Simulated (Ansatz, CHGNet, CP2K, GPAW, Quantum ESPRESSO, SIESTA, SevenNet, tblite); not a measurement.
# Running random packing of B86H14 (at. %) (90 atoms) with CP2K, part 2 of 2

Wanted: CP2K inputs and outputs for random packing of B86H14 (at. %) (90 atoms), checked against a plane-wave reference.

Program: CP2K 2026.2; the method stands at each step. Banners, paths, timers and routine set-up lines are dropped from the logs unmarked, and long logs keep their key lines alone; longer cuts are marked.

So far. Step 2 (PBE, DZVP-MOLOPT-SR, 450/50 Ry, diagonalisation): Forces lie 2.9 % from the reference's, at 31 times its CPU time. Step 3 (PBE, TZV2P-MOLOPT (SR for B), 450/50 Ry …): Against the first run (2.9 %), the force difference from the reference is 2.0 %, at 2.4 times the CPU time, with 1811 basis functions against 1066: the larger basis brings the forces nearer.

## Step 4: PBE+D3(BJ), DZVP-MOLOPT-SR, 450/50 Ry, diagonalisation

Method: Kohn-Sham DFT, PBE+D3(BJ), GTH-PBE pseudopotentials, Gaussian and plane waves, DZVP-MOLOPT-SR-GTH, diagonalisation.

The input, input.inp:

```
&GLOBAL
  PROJECT cell
  RUN_TYPE ENERGY_FORCE
  PRINT_LEVEL LOW
&END GLOBAL
&FORCE_EVAL
  METHOD QS
  STRESS_TENSOR ANALYTICAL
  &DFT
    BASIS_SET_FILE_NAME BASIS_MOLOPT
    POTENTIAL_FILE_NAME GTH_POTENTIALS
    &MGRID
      CUTOFF 450
      REL_CUTOFF 50
    &END MGRID
    &QS
      EPS_DEFAULT 1.0E-12
    &END QS
    &SCF
      SCF_GUESS ATOMIC
      EPS_SCF 5.0E-06
      MAX_SCF 200
      ADDED_MOS 34
      &DIAGONALIZATION
        ALGORITHM STANDARD
      &END DIAGONALIZATION
      &SMEAR ON
        METHOD FERMI_DIRAC
        ELECTRONIC_TEMPERATURE [K] 580
      &END SMEAR
      &MIXING
        METHOD BROYDEN_MIXING
        ALPHA 0.15
        NBROYDEN 12
      &END MIXING
      &PRINT
        &RESTART OFF
        &END RESTART
      &END PRINT
    &END SCF
    &XC
      &XC_FUNCTIONAL PBE
      &END XC_FUNCTIONAL
      &VDW_POTENTIAL
        POTENTIAL_TYPE PAIR_POTENTIAL
        &PAIR_POTENTIAL
          TYPE DFTD3(BJ)
          PARAMETER_FILE_NAME dftd3.dat
          REFERENCE_FUNCTIONAL PBE
        &END PAIR_POTENTIAL
      &END VDW_POTENTIAL
    &END XC
    &PRINT
      &MULLIKEN ON
      &END MULLIKEN
      &HIRSHFELD ON
        SHAPE_FUNCTION DENSITY
      &END HIRSHFELD
      &MO ON
        EIGENVALUES T
        OCCUPATION_NUMBERS T
        MO_INDEX_RANGE 111 134
        &EACH
          QS_SCF 0
        &END EACH
        ADD_LAST NUMERIC
      &END MO
    &END PRINT
  &END DFT
  &SUBSYS
    &CELL
      A 8.90670 0.00000 0.00000
      B 0.00000 8.90670 0.00000
      C 0.00000 0.00000 8.90670
    &END CELL
    &TOPOLOGY
      COORD_FILE_NAME structure.xyz
      COORD_FILE_FORMAT XYZ
    &END TOPOLOGY
    &KIND B
      BASIS_SET DZVP-MOLOPT-SR-GTH-q3
      POTENTIAL GTH-PBE-q3
    &END KIND
    &KIND H
      BASIS_SET DZVP-MOLOPT-SR-GTH-q1
      POTENTIAL GTH-PBE-q1
    &END KIND
  &END SUBSYS
  &PRINT
    &FORCES ON
    &END FORCES
    &STRESS_TENSOR ON
    &END STRESS_TENSOR
  &END PRINT
&END FORCE_EVAL
```

The input, structure.xyz:

```xyz
90

B 7.78775 0.82672 2.86689
B 6.16272 1.72398 4.08283
B 5.98797 7.62503 1.78838
B 0.01496 3.16927 0.66765
B 6.39082 3.71739 2.79697
B 8.56361 0.32305 8.24297
B 5.55457 3.87441 0.42191
B 6.67245 3.82311 5.94602
B 8.10813 7.65433 0.02850
B 7.07459 3.12625 4.32242
B 8.66898 3.96651 5.02436
B 6.42342 1.26644 0.30016
B 5.80138 1.36130 1.79114
B 6.07544 7.73191 5.60205
B 1.54273 2.73658 6.25473
B 1.80218 1.63714 8.20102
B 7.02480 1.13391 7.33039
B 6.08942 6.51792 3.48564
B 4.13262 4.41149 1.55680
B 6.58855 5.08394 8.69739
[... 66 atom lines left out ...]
H 5.40494 5.16384 2.64244
H 2.89486 8.17599 1.49321
H 7.83273 5.82471 7.01759
H 3.72407 4.95017 3.50176
```

On the command line:

```console
$ OMP_NUM_THREADS=1 mpirun -np 4 cp2k.psmp -i input.inp > output.txt
```

Numbers of over 12 decimals in the logs are rounded to 6 here.

The program printed:

```text
CP2K| version string:                                       CP2K version 2026.2
 CP2K| Input file name                                                 input.inp
 GLOBAL| Basis set file name                                        BASIS_MOLOPT
 GLOBAL| Potential file name                                      GTH_POTENTIALS
 GLOBAL| Run type                                                   ENERGY_FORCE
 GLOBAL| Total number of message passing processes                             4
 GLOBAL| Number of threads for this process                                    1
 TOTAL NUMBERS AND MAXIMUM NUMBERS
  Total number of            - Atomic kinds:                                   2
                             - Atoms:                                         90
[... lines left out ...]
                        Smear method:                                FERMI_DIRAC
[... lines left out ...]
 Number of electrons:                                                        244
[... lines left out ...]
  Step     Update method      Time    Convergence         Total energy    Change
[... lines left out ...]
  *** SCF run converged in    18 steps ***
[... lines left out ...]
  Fermi energy:                                                 0.227983
  Total energy:                                              -221.550510
  Total energy (extrapolated to T->0):                       -221.545435
[... lines left out ...]
 MO| E(Fermi):            0.227983 a.u.          6.203722 eV
[... lines left out ...]
 !-----------------------------------------------------------------------------!
 !-----------------------------------------------------------------------------!
                           Hirshfeld Charges
  #Atom  Element  Kind  Ref Charge     Population                    Net charge
      1       B      1       3.000          2.949                         0.051
      2       B      1       3.000          3.003                        -0.003
      3       B      1       3.000          2.948                         0.052
[...]
89       H      2       1.000          0.957                         0.043
     90       H      2       1.000          0.988                         0.012
  Total Charge                                                           -0.000
 !-----------------------------------------------------------------------------!
 ENERGY| Total FORCE_EVAL ( QS ) energy [hartree]           -221.550566
 FORCES| Atomic forces [hartree/bohr]
 FORCES|   Atom     x               y               z               |f|
 FORCES|      1 -1.25755421E-02 -1.65046741E-02  1.25049033E-02   2.42264552E-02
 FORCES|      2  1.30966526E-02 -1.61517556E-02  7.28440608E-03   2.20332497E-02
 FORCES|      3 -1.29095236E-02 -3.69348202E-03  1.68259772E-02   2.15269858E-02
[...]
FORCES|     89  6.92620283E-03 -4.90237895E-03 -2.68356981E-02   2.81453424E-02
 FORCES|     90 -4.85740384E-03 -1.38098355E-02 -1.55233353E-02   2.13372882E-02
 FORCES| Sum     1.72236783E-05 -4.20086195E-05  1.17590596E-05
 FORCES| Total atomic force                                       4.69004764E-05
 STRESS| Analytical stress tensor [bar]
 STRESS|                        x                   y                   z
 STRESS|      x       -1.48110184180E+05  -3.98966548367E+04   1.45070015372E+04
 STRESS|      y       -3.98966548367E+04  -1.55223508046E+05  -2.71267219681E+04
 STRESS|      z        1.45070015372E+04  -2.71267219681E+04  -1.45729343528E+05
 STRESS| 1/3 Trace                                            -1.49687678585E+05
```

The job ended after 2.4 min (4 MPI ranks of Arm Neoverse V1, shared host; peak memory 2.5 GiB; 9.4 min of CPU time).

Against the reference:

```yaml
r_m_s_force_component: 1.053 eV/Å
r_m_s_difference_of_force_components: 148.1 meV/Å
longest_difference_of_force_vectors: 765.2 meV/Å
force_difference_over_r_m_s_force: 13.65 %
slope_of_forces_against_the_reference_s: 0.9611
correlation_of_force_components: 0.9909
pressure: -14.97 GPa
pressure_difference: -0.5346 GPa
```

Against the first run (2.9 %), the force difference from the reference is 14 %, at 0.98 times the CPU time; the model has changed, so this is no error of the program alone.

## Step 5: revPBE, PBE potentials, DZVP-MOLOPT-SR, 450/50 Ry, diagonalisation

Method: Kohn-Sham DFT, revPBE, GTH-PBE pseudopotentials, Gaussian and plane waves, DZVP-MOLOPT-SR-GTH, diagonalisation.

input.inp, as its differences from that of step 4:

```diff
@@ -41,12 +41,7 @@
     &XC
-      &XC_FUNCTIONAL PBE
+      &XC_FUNCTIONAL
+        &PBE
+          PARAMETRIZATION REVPBE
+        &END PBE
       &END XC_FUNCTIONAL
-      &VDW_POTENTIAL
-        POTENTIAL_TYPE PAIR_POTENTIAL
-        &PAIR_POTENTIAL
-          TYPE DFTD3(BJ)
-          PARAMETER_FILE_NAME dftd3.dat
-          REFERENCE_FUNCTIONAL PBE
-        &END PAIR_POTENTIAL
-      &END VDW_POTENTIAL
     &END XC
@@ -75,6 +70,6 @@
     &END CELL
-    &TOPOLOGY
-      COORD_FILE_NAME structure.xyz
-      COORD_FILE_FORMAT XYZ
-    &END TOPOLOGY
+    &COORD
+      SCALED
+[... 90 atom lines left out: the same atoms as in the first run ...]
+    &END COORD
     &KIND B
```

The program printed:

```text
CP2K| version string:                                       CP2K version 2026.2
 CP2K| Input file name                                                 input.inp
 GLOBAL| Basis set file name                                        BASIS_MOLOPT
 GLOBAL| Potential file name                                      GTH_POTENTIALS
 GLOBAL| Run type                                                   ENERGY_FORCE
 GLOBAL| Total number of message passing processes                             4
 GLOBAL| Number of threads for this process                                    1
[... lines left out ...]
                        Smear method:                                FERMI_DIRAC
[... lines left out ...]
 Number of electrons:                                                        244
[... lines left out ...]
  Step     Update method      Time    Convergence         Total energy    Change
[... lines left out ...]
  *** SCF run converged in    18 steps ***
[... lines left out ...]
  Fermi energy:                                                 0.228021
  Total energy:                                              -220.942447
  Total energy (extrapolated to T->0):                       -220.937403
[... lines left out ...]
 MO| E(Fermi):            0.228021 a.u.          6.204765 eV
[... lines left out ...]
     90       H      2       1.000          0.989                         0.011
  Total Charge                                                           -0.000
 !-----------------------------------------------------------------------------!
 ENERGY| Total FORCE_EVAL ( QS ) energy [hartree]           -220.942515
 FORCES| Atomic forces [hartree/bohr]
 FORCES|   Atom     x               y               z               |f|
 FORCES|      1 -1.14992845E-02 -1.37978220E-02  9.35178076E-03   2.02501664E-02
 FORCES|      2  1.56365592E-02 -1.79045938E-02  2.33545543E-03   2.38857869E-02
 FORCES|      3 -1.35066421E-02 -3.84567096E-03  1.67928310E-02   2.18910424E-02
[...]
FORCES|     89  8.18548483E-03 -5.58853725E-03 -2.96591908E-02   3.12714168E-02
 FORCES|     90 -4.56720388E-03 -1.11672394E-02 -4.05891723E-03   1.27295481E-02
 FORCES| Sum     1.53935822E-05 -4.35557379E-05  1.09833620E-05
 FORCES| Total atomic force                                       4.74836700E-05
 STRESS| Analytical stress tensor [bar]
 STRESS|                        x                   y                   z
 STRESS|      x       -1.42521010772E+05  -3.85871093546E+04   1.38285827987E+04
 STRESS|      y       -3.85871093546E+04  -1.44234731043E+05  -2.82020354465E+04
 STRESS|      z        1.38285827987E+04  -2.82020354465E+04  -1.40792047681E+05
 STRESS| 1/3 Trace                                            -1.42515929832E+05
```

The job ended after 2.3 min (4 MPI ranks; peak memory 2.4 GiB; 9.1 min of CPU time).

Against the reference:

```yaml
r_m_s_force_component: 1.094 eV/Å
r_m_s_difference_of_force_components: 39.79 meV/Å
longest_difference_of_force_vectors: 157.7 meV/Å
force_difference_over_r_m_s_force: 3.667 %
slope_of_forces_against_the_reference_s: 1.008
correlation_of_force_components: 0.9994
pressure: -14.25 GPa
pressure_difference: 0.1826 GPa
```

Against the first run (2.9 %), the force difference from the reference is 3.7 %, at 0.95 times the CPU time; the model has changed, so this is no error of the program alone.

## Step 6: PBE, DZVP-MOLOPT-SR, 450/20 Ry, diagonalisation

Method: Kohn-Sham DFT, PBE, GTH-PBE pseudopotentials, Gaussian and plane waves, DZVP-MOLOPT-SR-GTH, diagonalisation.

input.inp, as its differences from that of step 5:

```diff
@@ -13,3 +13,3 @@
       CUTOFF 450
-      REL_CUTOFF 50
+      REL_CUTOFF 20
     &END MGRID
@@ -41,6 +41,3 @@
     &XC
-      &XC_FUNCTIONAL
-        &PBE
-          PARAMETRIZATION REVPBE
-        &END PBE
+      &XC_FUNCTIONAL PBE
       &END XC_FUNCTIONAL
@@ -70,6 +67,6 @@
     &END CELL
-    &COORD
-      SCALED
-[... 90 atom lines left out: the same atoms as in the first run ...]
-    &END COORD
+    &TOPOLOGY
+      COORD_FILE_NAME structure.xyz
+      COORD_FILE_FORMAT XYZ
+    &END TOPOLOGY
     &KIND B
```

structure.xyz is that of step 4.

The program printed:

```text
CP2K| version string:                                       CP2K version 2026.2
 CP2K| Input file name                                                 input.inp
 GLOBAL| Basis set file name                                        BASIS_MOLOPT
 GLOBAL| Potential file name                                      GTH_POTENTIALS
[... lines left out ...]
 Number of electrons:                                                        244
[... lines left out ...]
  Step     Update method      Time    Convergence         Total energy    Change
[... lines left out ...]
  *** SCF run converged in    18 steps ***
[... lines left out ...]
  Fermi energy:                                                 0.227980
  Total energy:                                              -220.877468
  Total energy (extrapolated to T->0):                       -220.872393
[... lines left out ...]
 MO| E(Fermi):            0.227980 a.u.          6.203651 eV
[... lines left out ...]
 ENERGY| Total FORCE_EVAL ( QS ) energy [hartree]           -220.877525
[... lines left out ...]
 FORCES|      1 -1.14274236E-02 -1.35936144E-02  9.78248191E-03   2.02748444E-02
 FORCES|      2  1.55498190E-02 -1.80720895E-02  2.03063742E-03   2.39274064E-02
 FORCES|      3 -1.33989178E-02 -3.92202612E-03  1.67106410E-02   2.17751880E-02
[...]
FORCES|     89  8.05459033E-03 -5.33629743E-03 -2.92949462E-02   3.08471452E-02
 FORCES|     90 -4.52422750E-03 -1.10965027E-02 -4.33417929E-03   1.27430811E-02
 FORCES| Sum    -2.02004726E-05 -1.40107732E-04 -8.14844970E-05
 FORCES| Total atomic force                                       1.63333888E-04
 STRESS| Analytical stress tensor [bar]
 STRESS|                        x                   y                   z
 STRESS|      x       -1.45605628963E+05  -3.81758250188E+04   1.39335612455E+04
 STRESS|      y       -3.81758250188E+04  -1.47076605480E+05  -2.81291789816E+04
 STRESS|      z        1.39335612455E+04  -2.81291789816E+04  -1.43365768785E+05
 STRESS| 1/3 Trace                                            -1.45349334410E+05
```

It took 78 s on 4 MPI ranks; peak memory 2.4 GiB; 5.2 min of CPU time.

Against the reference:

```yaml
r_m_s_force_component: 1.094 eV/Å
r_m_s_difference_of_force_components: 31.36 meV/Å
longest_difference_of_force_vectors: 124.5 meV/Å
force_difference_over_r_m_s_force: 2.889 %
slope_of_forces_against_the_reference_s: 1.008
correlation_of_force_components: 0.9996
pressure: -14.53 GPa
pressure_difference: -0.1007 GPa
energy_less_the_same_level_run_s: -0.0629 meV/atom
r_m_s_force_difference_from_the_same_level_run: 0.889 meV/Å
```

This is a coarse setting, run to see what it loses.

Against the first run (2.9 %), the force difference from the reference is 2.9 %, at 0.54 times the CPU time: the change moves forces by 0.89 meV/Å r.m.s., so most of the difference comes from elsewhere.

## Step 7: All runs compared

Differences are against the plane-wave reference, forces as r.m.s. over components; share is that over the reference's r.m.s. force, slope the least-squares factor from reference forces to these. Total energies of different programs have different zeros and aren't compared.

| run | Δ force, r.m.s. (meV/Å) | share (%) | slope | Δ pressure (GPa) | cores | CPU time | memory (GiB) |
| --- | --- | --- | --- | --- | --- | --- | --- |
| reference | - | - | - | - | 4 | 19 s | 0.90 |
| CP2K PBE, DZVP-MOLOPT-SR, 450/50 Ry, diagonalisation | 31.4 | 2.89 | 1.008 | -0.108 | 4 | 9.6 min | 2.4 |
| CP2K PBE, TZV2P-MOLOPT (SR for B), 450/50 Ry, diagonalisation | 21.9 | 2.02 | 0.993 | 0.0169 | 4 | 23 min | 3.4 |
| CP2K PBE+D3(BJ), DZVP-MOLOPT-SR, 450/50 Ry, diagonalisation | 148 | 13.6 | 0.961 | -0.535 | 4 | 9.4 min | 2.5 |
| CP2K revPBE, PBE potentials, DZVP-MOLOPT-SR, 450/50 Ry, diagonalisation | 39.8 | 3.67 | 1.008 | 0.183 | 4 | 9.1 min | 2.4 |
| CP2K PBE, DZVP-MOLOPT-SR, 450/20 Ry, diagonalisation (coarse) | 31.4 | 2.89 | 1.008 | -0.101 | 4 | 5.2 min | 2.4 |

Rows marked coarse were listed beforehand as settings not expected to be converged; some can still land near the reference.

CPU time is summed over cores on a shared host, where runs went side by side, so it is rough. Symmetry, cutoffs, thresholds, outputs and thread counts weren't matched or tuned between programs; memory under MPI is the largest rank's times the ranks.

Mean charges by element (e), by run and scheme:

| run | scheme | B | H |
| --- | --- | --- | --- |
| reference | Löwdin | -0.01 | +0.18 |
| CP2K PBE, DZVP-MOLOPT-SR, 450/50 Ry, diagonalisation | Mulliken | -0.02 | +0.13 |
| CP2K PBE, DZVP-MOLOPT-SR, 450/50 Ry, diagonalisation | Hirshfeld | 0.00 | +0.02 |
| CP2K PBE, TZV2P-MOLOPT (SR for B), 450/50 Ry, diagonalisation | Mulliken | -0.01 | +0.08 |
| CP2K PBE, TZV2P-MOLOPT (SR for B), 450/50 Ry, diagonalisation | Hirshfeld | 0.00 | +0.01 |
| CP2K PBE+D3(BJ), DZVP-MOLOPT-SR, 450/50 Ry, diagonalisation | Mulliken | -0.02 | +0.13 |
| CP2K PBE+D3(BJ), DZVP-MOLOPT-SR, 450/50 Ry, diagonalisation | Hirshfeld | 0.00 | +0.02 |
| CP2K revPBE, PBE potentials, DZVP-MOLOPT-SR, 450/50 Ry, diagonalisation | Mulliken | -0.02 | +0.13 |
| CP2K revPBE, PBE potentials, DZVP-MOLOPT-SR, 450/50 Ry, diagonalisation | Hirshfeld | 0.00 | +0.02 |

The reference's Löwdin charges lack the electrons that the projection spills, 0.016 e an atom on average.

Within one program, basis, potentials and functional, energies share a zero. Each run against its twin at the usual cutoff or grid and solver:

| run | twin | Δ energy (meV/atom) | Δ force, r.m.s. (meV/Å) | CPU time over the twin's |
| --- | --- | --- | --- | --- |
| CP2K PBE, DZVP-MOLOPT-SR, 450/20 Ry, diagonalisation | DZVP-MOLOPT-SR, 450/50 Ry, diagonalisation | -0.0629 | 0.889 | 0.54 |

## Step 8: Summary of results

| Property | Result |
| --- | --- |
| nearest in forces | CP2K PBE, TZV2P-MOLOPT (SR for B), 450/50 Ry, diagonalisation, 2.0 % |
| its CPU time | 23 min |

In words: The PBE runs in local orbitals, coarse settings apart, differ by 2.0 % (CP2K PBE, TZV2P-MOLOPT (SR for B), 450/50 Ry, diagonalisation) to 2.9 % (CP2K PBE, DZVP-MOLOPT-SR, 450/50 Ry, diagonalisation); basis, grid and potentials can all enter. Rows with another functional or a dispersion term differ by 3.7 % (CP2K revPBE, PBE potentials, DZVP-MOLOPT-SR, 450/50 Ry, diagonalisation) to 14 % (CP2K PBE+D3(BJ), DZVP-MOLOPT-SR, 450/50 Ry, diagonalisation), which mixes the change of model with differences of basis and potentials, some of them made for another functional. Runs with settings chosen to be coarse differ by 2.9 % (CP2K PBE, DZVP-MOLOPT-SR, 450/20 Ry, diagonalisation), their programs' other errors included. None of the electronic-structure runs in the table takes under half the reference's CPU time of 19 s; they take 17 to 73 times as much. Charges hang on scheme and program or settings: among these rows the mean for H runs from +0.01 to +0.18 e. The reference's pressure of -14 GPa belongs to a cell and atoms that aren't relaxed at this level. The electronic-structure runs sample only Γ, in a cell whose shortest periodic width is 9 Å, which is coarse for a cell with partly filled levels.

[Also dropped from logs without a mark: logging warnings of Python, and SIESTA's first energy breakdown and zero terms.]

[Logs are printed without paths, hosts, clocks, repeated set-up lines and the standing remarks that a program may print on its own settings, such as how far it seeks lower states.]

[Hosts, paths, dates, database ids (printed as entryN), source tags and the programs' standing remarks are cut or masked in the printed files.]
